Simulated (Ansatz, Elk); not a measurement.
# Bonding as seen by X-rays: NiSn5

The structure of NiSn5 used here is made up (a known structure type with other elements) and was relaxed beforehand with PBEsol. The aim is the Fourier transform of its all-electron density, F(hkl), set beside the sum over free spherical atoms that refinements use.

Program: Elk 11.2.3 (patched build). Level of theory: DFT, PBE, all-electron APW+lo, Dirac cores, scalar-relativistic bands, static density, no spin. Results are calculated unless marked as measured.

The structure was built from a prototype and need not be the compound's stable phase.

## (1) The structure

Symmetry: P-6m2, No. 187, hexagonal system. Conventional cell: a = 3.340 Å, b = 3.340 Å, c = 14.476 Å, α = 90.00°, β = 90.00°, γ = 120.00°. Nearest to Sn lie 3 Ni at 2.61 Å and 9 Sn at 3.34 to 3.35 Å. Sn has 12 Sn at 3.34 to 3.35 Å nearest. Nearest to Sn lie 12 Sn at 3.34 to 3.35 Å. Nearest to Ni lie 6 Sn at 2.61 Å. Farther neighbours are not listed.

## (2) Ground state and structure factors

An all-electron density is needed, since X-rays see the cores too. Task 0 finds the density and task 195 Fourier-transforms it; tshift is off so that phases refer to the origin typed.

The input, elk.in:

```
tasks
  0
  195

xctype
  20

spinpol
  .false.

rgkmax
  7.0

gmaxvr
  14.0

lmaxo
  7

lmaxapw
  8

swidth
  0.002

tshift
  .false.

ramdisk
  .false.

hmaxvr
  5.5

maxscl
  120

epspot
  1e-06

sppath
  './'

avec
  6.31216381271 -0.00000000000 0.00000000000
  -3.15608190636 5.46649421466 -0.00000000000
  0.00000000000 0.00000000000 27.35510749915

atoms
  2
  'Sn.in'
  5
  0.6666666667 0.3333333333 0.1211793204   0.000000 0.000000 0.000000
  -0.0000000000 0.0000000000 0.3103581201   0.000000 0.000000 0.000000
  0.6666666667 0.3333333333 0.5000000000   0.000000 0.000000 0.000000
  -0.0000000000 0.0000000000 0.6896418799   0.000000 0.000000 0.000000
  0.6666666667 0.3333333333 0.8788206796   0.000000 0.000000 0.000000
  'Ni.in'
  1
  -0.0000000000 0.0000000000 0.0000000000   0.000000 0.000000 0.000000

ngridk
  8 8 2
```

Started as:

```sh
OMP_NUM_THREADS=4 elk
```

Numbers of over 12 decimals in the logs are rounded to 6 here.

Output:

```text
┌─────────────────────────┐
│ Elk code version 11.2.3 │
└─────────────────────────┘

All units are atomic (Hartree, Bohr, etc.)

┌─────────────────────────────────────────────────┐
│ Ground-state run starting from atomic densities │
└─────────────────────────────────────────────────┘

Lattice vectors :
   6.312163813      -0.000000000       0.000000000
  -3.156081906       5.466494215      -0.000000000
   0.000000000       0.000000000       27.35510750

Reciprocal lattice vectors :
  0.9954091012      0.5746997125      -0.000000000
   0.000000000       1.149399425      -0.000000000
   0.000000000       0.000000000      0.2296896588

Unit cell volume      :    943.8991168
Brillouin zone volume :   0.2627931407

Muffin-tin inner radius fraction :   0.1000000000E-01

Nuclei treated as point charges

Species : 1 (Sn)
 parameters loaded from : Sn.in
 name : tin
 nuclear charge    :   -50.00000000
 electronic charge :    50.00000000
 atomic mass :    216395.0922
 muffin-tin radius :    2.535733574
 number of radial points in muffin-tin :   1193
 inner part over the whole radius :   0.9985957575E-02
 number on inner part of muffin-tin    :    850
 approximate nuclear radius :   0.8828114845E-04
 number of mesh points to nuclear radius :    429
 atomic positions (lattice), magnetic fields (Cartesian) :
  1 :   0.66666667  0.33333333  0.12117932    0.00000000  0.00000000  0.00000000
  2 :   0.00000000  0.00000000  0.31035812    0.00000000  0.00000000  0.00000000
  3 :   0.66666667  0.33333333  0.50000000    0.00000000  0.00000000  0.00000000
  4 :   0.00000000  0.00000000  0.68964188    0.00000000  0.00000000  0.00000000
  5 :   0.66666667  0.33333333  0.87882068    0.00000000  0.00000000  0.00000000

Species : 2 (Ni)
 parameters loaded from : Ni.in
 name : nickel
 nuclear charge    :   -28.00000000
 electronic charge :    28.00000000
 atomic mass :    106991.5231
 muffin-tin radius :    2.340677145
 number of radial points in muffin-tin :    993
 inner part over the whole radius :   0.9861144727E-02
 number on inner part of muffin-tin    :    700
 approximate nuclear radius :   0.7325707712E-04
 number of mesh points to nuclear radius :    335
 atomic positions (lattice), magnetic fields (Cartesian) :
  1 :   0.00000000  0.00000000  0.00000000    0.00000000  0.00000000  0.00000000

Total number of atoms per unit cell :    6
Total muffin-tin volume :    395.2004786
 ratio of muffin-tin to unit cell volume :   0.4186893192

Spin treatment :
 spin-unpolarised

Number of Bravais lattice symmetries :   24
Number of crystal symmetries         :   12
Crystal has no inversion symmetry
Complex Hermitian eigensolver will be used

k-point grid :      8     8     2
k-point offset :    0.000000000       0.000000000       0.000000000
k-point set is reduced with full crystal symmetry group
Total number of k-points :       30

Muffin-tin radius times maximum |G+k| :    7.000000000
 using average radius
Maximum |G+k| for APW functions       :    2.796393582
Maximum (1/2)|G+k|²                   :    3.909908532
Maximum |G| for potential and density :    14.00000000
Constant for pseudocharge density :    9
 order of it for each species :   16  16
 order of it for pair densities of each species (exact exchange by exxq0 0: 17) :   10   8
Radial integration step length :    1

G-vector grid sizes :     30    30   125
Number of G-vectors :    43675

Maximum angular momentum used for
 APW functions            :    8
 outer part of muffin-tin :    7
 inner part of muffin-tin :    2

Total nuclear charge    :   -278.0000000
Total core charge       :    162.0000000
Total valence charge    :    116.0000000
Total excess charge     :    0.000000000
Total electronic charge :    278.0000000

Effective Wigner radius, rₛ :   0.9323895373

Number of empty states         :     24
Total number of valence states :     83
Total number of core states    :    162

Third-order local-orbitals added for an l without core states : T
Total number of local-orbitals :    107

[...]
Madelung                    :     -39393.971477127
 xc potential                :     -1206.1847784826
 exchange                    :     -876.43780578993
 correlation                 :     -14.882264711121
 electron entropic           :    -0.90258514179549E-03
 total energy                :     -32418.180582247

Density of states at Fermi energy :    68.38272623
 (states/Hartree/unit cell)

Estimated indirect band gap :   0.3251742963E-02
 from k-point 14 to k-point 6
Estimated direct band gap   :   0.8939797422E-02
 at k-point 6

Charges :
 core                        :    162.0000000
 valence                     :    116.0000000
 interstitial                :    10.68473815
 muffin-tins (core leakage)
  species : 1 (Sn)
[...]
species : 2 (Ni)
[...]
total in muffin-tins        :    267.3152618
 total calculated charge     :    277.9989276
 total charge                :    278.0000000
 error                       :   0.1072382471E-02

RMS change in Kohn-Sham potential (target) :   0.6152548685     (  0.1000000000E-05)
Absolute change in total energy (target)   :    1.414640674     (  0.1000000000E-03)

[... loops 3 to 19 left out ...]

┌──────────────────┐
│ Loop number : 20 │
└──────────────────┘

Energies :
 Fermi                       :     0.270426
 sum of occupied eigenvalues :     -19519.903850852
 electron kinetic            :      34070.722291360
 core electron kinetic       :      32727.321560478
 Coulomb                     :     -65596.419890806
 Coulomb potential           :     -52428.859827923
 nuclear-nuclear             :     -3442.2912291141
 electron-nuclear            :     -71957.889075217
 Hartree                     :      9803.7604135249
 Madelung                    :     -39381.989976845
 xc potential                :     -1161.7663142893
 exchange                    :     -875.62236677058
 correlation                 :     -14.872895456959
 electron entropic           :    -0.10691523319770E-02
 total energy                :     -32416.193930826

Density of states at Fermi energy :    82.28235414
 (states/Hartree/unit cell)

Estimated indirect band gap :   0.3133831962E-02
 from k-point 6 to k-point 14
Estimated direct band gap   :   0.4572386314E-02
 at k-point 30

Charges :
 core                        :    162.0000000
 valence                     :    116.0000000
 interstitial                :    11.02923368
 muffin-tins (core leakage)
  species : 1 (Sn)
[...]
species : 2 (Ni)
[...]
total in muffin-tins        :    266.9707663
 total calculated charge     :    277.9989404
 total charge                :    278.0000000
 error                       :   0.1059611702E-02

RMS change in Kohn-Sham potential (target) :   0.8634066129E-06 (  0.1000000000E-05)
Absolute change in total energy (target)   :   0.7284837193E-04 (  0.1000000000E-03)

Convergence targets achieved

┌──────────────────┐
│ Loop number : 21 │
└──────────────────┘

Energies :
 Fermi                       :     0.270426
 sum of occupied eigenvalues :     -19519.903855997
 electron kinetic            :      34070.722267722
 core electron kinetic       :      32727.321556215
 Coulomb                     :     -65596.419876753
 Coulomb potential           :     -52428.859835121
 nuclear-nuclear             :     -3442.2912291141
 electron-nuclear            :     -71957.889039620
 Hartree                     :      9803.7603919806
 Madelung                    :     -39381.989959192
 xc potential                :     -1161.7662885976
 exchange                    :     -875.62236527759
 correlation                 :     -14.872895446711
 electron entropic           :    -0.10691527179358E-02
 total energy                :     -32416.193938908

Density of states at Fermi energy :    82.28236702
 (states/Hartree/unit cell)

Estimated indirect band gap :   0.3133845602E-02
 from k-point 6 to k-point 14
Estimated direct band gap   :   0.4572407911E-02
 at k-point 30

Charges :
 core                        :    162.0000000
 valence                     :    116.0000000
 interstitial                :    11.02923418
 muffin-tins (core leakage)
  species : 1 (Sn)
[...]
atom 4                    :    47.89486274     (  0.9646821430E-04)
   atom 5                    :    48.02435289     (  0.9748869399E-04)
  species : 2 (Ni)
   atom 1                    :    27.21260308     (  0.3920021414E-03)
 total in muffin-tins        :    266.9707658
 total calculated charge     :    277.9989404
 total charge                :    278.0000000
 error                       :   0.1059611707E-02

┌──────────────────────────────┐
│ Self-consistent loop stopped │
└──────────────────────────────┘

Warning : core states of species 2 leak from the muffin-tin :   0.3920021414E-03

Wrote STATE.OUT
```

Wall time 1.7 min (4 threads of Arm Neoverse V1, shared host); peak memory 0.31 GiB.

SFACRHO.OUT:

```text

h k l indices transformed by vhmat matrix:
   1.000000000       0.000000000       0.000000000    
   0.000000000       1.000000000       0.000000000    
   0.000000000       0.000000000       1.000000000    

      h      k      l  multipl.   |H|            Re(F)            Im(F)           |F|

      0      0      0      1   0.0000000       278.00000      0.72252584E-16   278.00000    
      0      0      1      2  0.22968966       13.270998     -0.19637992E-13   13.270998    
      0      0     -2      2  0.45937932       9.9356251      0.65533725E-14   9.9356251    
      0      0     -3      2  0.68906898       3.1460462     -0.72046915E-13   3.1460462    
      0      0      4      2  0.91875864      -14.213807      0.59783094E-13   14.213807    
      0      0      5      2   1.1484483      -163.90940     -0.25868712E-12   163.90940    
      0     -1      0      3   1.1493994       44.241198      -108.90059       117.54413    
     -1      0      0      3   1.1493994       44.241198       108.90059       117.54413    
      0     -1      1      6   1.1721247      -16.996403      -16.179309       23.465885    
     -1      0     -1      6   1.1721247      -16.996403       16.179309       23.465885    
      0      1      2      6   1.2377998      -59.347473       38.964678       70.995554    
     -1      1      2      6   1.2377998      -59.347473      -38.964678       70.995554    
      0     -1     -3      6   1.3401250       141.40679       80.338862       162.63522    
      1     -1      3      6   1.3401250       141.40679      -80.338861       162.63522    
      0      0      6      2   1.3781380       101.88473      0.32751014E-12   101.88473    
      0      1     -4      6   1.4714742       44.872888      -33.474982       55.983485    
      0     -1      4      6   1.4714742       44.872888       33.474982       55.983485    
      0      0      7      2   1.6078276       61.945134     -0.13061460E-13   61.945134
```

Elk indexes on the primitive cell of elk.in and gives |H| = 4π sin θ/λ in inverse bohr. Below, one row stands for each form hkl of the conventional cell (m members, Friedel mates merged), F is for one primitive cell and the density is static (no thermal factor). Free-atom factors are Waasmaier and Kirfel's, and R is Σm||F|−|F'||/Σm|F|.

```csv
hkl,m,sin θ/λ (Å⁻¹),"abs F, DFT",neutral atoms,diff.,abs of complex diff.
001,2,0.035,13.271,13.202,+0.069,0.069
002,2,0.069,9.936,9.740,+0.196,0.196
003,2,0.104,3.146,2.912,+0.234,0.234
004,2,0.138,14.214,14.486,-0.273,0.273
005,2,0.173,163.909,164.216,-0.307,0.307
100,6,0.173,117.545,117.492,+0.053,0.155
101,12,0.176,23.466,23.626,-0.160,0.225
102,12,0.186,70.996,71.234,-0.238,0.250
103,12,0.202,162.635,162.771,-0.136,0.136
006,2,0.207,101.885,101.993,-0.108,0.108
104,12,0.221,55.984,56.083,-0.100,0.100
007,2,0.242,61.945,62.145,-0.200,0.200
105,12,0.244,84.031,84.214,-0.184,0.216
106,12,0.270,58.237,58.372,-0.135,0.145
008,2,0.276,54.408,54.621,-0.213,0.213
107,12,0.297,48.863,48.962,-0.099,0.099
110,6,0.299,192.678,192.838,-0.160,0.160
111,12,0.301,8.406,8.492,-0.085,0.085
```

## (3) The highest occupied states alone

An energy window below the Fermi level keeps the highest occupied states, to see at which angles they scatter; shallow core shells can lie inside it and anion s states outside. No new self-consistency is needed.

elk.in: that of step 2 with these lines changed.

```diff
@@ -1,3 +1,2 @@
 tasks
-  0
   195
@@ -40,2 +39,5 @@
 
+wsfac
+  -0.170570 0.570430
+
 sppath
```

Started as:

```sh
OMP_NUM_THREADS=4 elk
```

Output:

```text
┌─────────────────────────────────┐
│ Elk code version 11.2.3 started │
└─────────────────────────────────┘

Info(readinput): the functional depends on the density's gradient
 muffin-tin radial points multiplied by    2.00000
 (not where nrmtscf is given)

┌────────────────────┐
│ Current task : 195 │
└────────────────────┘
Info(checkmt): changed muffin-tin radius of species 1 (Sn) from   2.6000 to   2.5357
Info(checkmt): changed muffin-tin radius of species 2 (Ni) from   2.4000 to   2.3407

Info(sfacrho): density structure factors written to SFACRHO.OUT

 Energy window :  -0.1705700000      0.5704300000

┌──────────────────┐
│ Elk code stopped │
└──────────────────┘
```

Wall time 19 s (4 threads); peak memory 0.18 GiB; 23 s of CPU time.

States within 12 eV below the Fermi level hold 30.00 electrons; any levels below the window count with the cores. Their amplitudes can exceed the total, where window and core parts have opposite phase:

```csv
hkl,sin θ/λ (Å⁻¹),"abs F, window","abs F, all"
001,0.035,8.720,13.271
002,0.069,8.198,9.936
003,0.104,7.393,3.146
004,0.138,6.491,14.214
005,0.173,4.348,163.909
100,0.173,6.909,117.545
101,0.176,6.058,23.466
102,0.186,5.612,70.996
103,0.202,6.273,162.635
006,0.207,5.868,101.885
```

## (4) Another functional

The difference from free atoms is small, so it is set against the change that LDA (Perdew-Wang) makes.

elk.in: that of step 3 with these lines changed.

```diff
@@ -1,2 +1,3 @@
 tasks
+  0
   195
@@ -4,3 +5,3 @@
 xctype
-  20
+  3
 
@@ -39,5 +40,2 @@
 
-wsfac
-  -0.170570 0.570430
-
 sppath
```

Started as:

```sh
OMP_NUM_THREADS=4 elk
```

Output:

```text
┌─────────────────────────┐
│ Elk code version 11.2.3 │
└─────────────────────────┘

All units are atomic (Hartree, Bohr, etc.)

┌─────────────────────────────────────────────────┐
│ Ground-state run starting from atomic densities │
└─────────────────────────────────────────────────┘

Lattice vectors :
   6.312163813      -0.000000000       0.000000000
  -3.156081906       5.466494215      -0.000000000
   0.000000000       0.000000000       27.35510750

Reciprocal lattice vectors :
  0.9954091012      0.5746997125      -0.000000000
[...]
muffin-tins (core leakage)
  species : 1 (Sn)
[...]
atom 5                    :    48.04913206     (  0.9481199629E-04)
  species : 2 (Ni)
   atom 1                    :    27.22569178     (  0.4086403503E-03)
 total in muffin-tins        :    267.1124696
 total calculated charge     :    277.9989192
 total charge                :    278.0000000
 error                       :   0.1080797241E-02

┌──────────────────────────────┐
│ Self-consistent loop stopped │
└──────────────────────────────┘

Warning : core states of species 2 leak from the muffin-tin :   0.4086403503E-03

Wrote STATE.OUT
[key lines of the parts left out:]
total energy                :     -32387.187690215
```

It took 73 s on 4 threads; peak memory 0.21 GiB.

Against the first run R = 0.03 %; the largest change is -0.105 at 110.

## (5) A coarser k-mesh

About half the k-points along each axis test the sampling.

elk.in: that of step 4 with these lines changed.

```diff
@@ -5,3 +5,3 @@
 xctype
-  3
+  20
 
@@ -62,2 +62,2 @@
 ngridk
-  8 8 2
+  4 4 1
```

Started as:

```sh
OMP_NUM_THREADS=4 elk
```

Output:

```text
┌─────────────────────────┐
│ Elk code version 11.2.3 │
└─────────────────────────┘

All units are atomic (Hartree, Bohr, etc.)

┌─────────────────────────────────────────────────┐
│ Ground-state run starting from atomic densities │
└─────────────────────────────────────────────────┘

Lattice vectors :
   6.312163813      -0.000000000       0.000000000
  -3.156081906       5.466494215      -0.000000000
   0.000000000       0.000000000       27.35510750

Reciprocal lattice vectors :
  0.9954091012      0.5746997125      -0.000000000
[...]
muffin-tins (core leakage)
  species : 1 (Sn)
[...]
atom 5                    :    48.01785302     (  0.9739878765E-04)
  species : 2 (Ni)
   atom 1                    :    27.19743818     (  0.3908052778E-03)
 total in muffin-tins        :    266.8941181
 total calculated charge     :    277.9988822
 total charge                :    278.0000000
 error                       :   0.1117784362E-02

┌──────────────────────────────┐
│ Self-consistent loop stopped │
└──────────────────────────────┘

Warning : core states of species 2 leak from the muffin-tin :   0.3908052778E-03

Wrote STATE.OUT
[key lines of the parts left out:]
total energy                :     -32416.172667753
```

Elapsed: 44 s, on 4 threads; peak memory 0.27 GiB; 93 s of CPU time.

Against the first run R = 0.01 %; the largest change is +0.064 at 004.

## (6) Settings against the effect

```
              run  R against the first run (%)  R against neutral atoms, low angle (%)  wall time
    PBE, rgkmax 7                         0.00                                    0.20    1.7 min
LDA (Perdew-Wang)                         0.03                                    0.21       73 s
     k-mesh 4×4×1                         0.01                                    0.20       44 s
```

## (7) Outcome

| Item | Value |
| --- | --- |
| R against neutral atoms, sin θ/λ < 0.3 Å⁻¹ | 0.20 % |
| R against neutral atoms, 0.3 to 0.74 Å⁻¹ | 0.08 % |

In words: Independent neutral atoms miss the calculated amplitudes by R = 0.20 % below 0.3 Å⁻¹ and 0.08 % from there to 0.74 Å⁻¹; by shells, 1.90 % below 0.15 Å⁻¹ (4 forms), 0.18 % 0.15 to 0.3 (13 forms), 0.06 % 0.3 to 0.45 (28 forms), 0.09 % above 0.45 (104 forms). Bonding, aspherical density and the tables' own atoms all enter these figures, and the runs don't part them. The largest change of an amplitude is -0.31 electrons, at 005. R counts amplitudes alone; phases shift too. The window's part falls from 30.0 electrons at the origin to at most 2.17 between 0.45 and 0.74 Å⁻¹, where compact states inside the window still scatter. Below 0.3 Å⁻¹ the changes that finished (LDA (Perdew-Wang) and k-mesh 4×4×1) move F by R = 0.02 % at most, against the 0.20 % that separates it from free atoms. A single amplitude moves by up to 0.10 electrons, against 0.31 for the largest difference from free atoms. The basis has no finished test. These runs have no spin, though d or f shells may be open. Part of the difference isn't bonding: the tables are fits to free atoms and ions calculated by other methods than this functional. Thermal motion, anomalous dispersion and extinction are left out.

[Logs are printed without paths, hosts, clocks, repeated set-up lines and the standing remarks that a program may print on its own settings, such as how far it seeks lower states.]

[Hosts, paths, dates, database ids (printed as entryN), source tags and the programs' standing remarks are cut or masked in the printed files.]
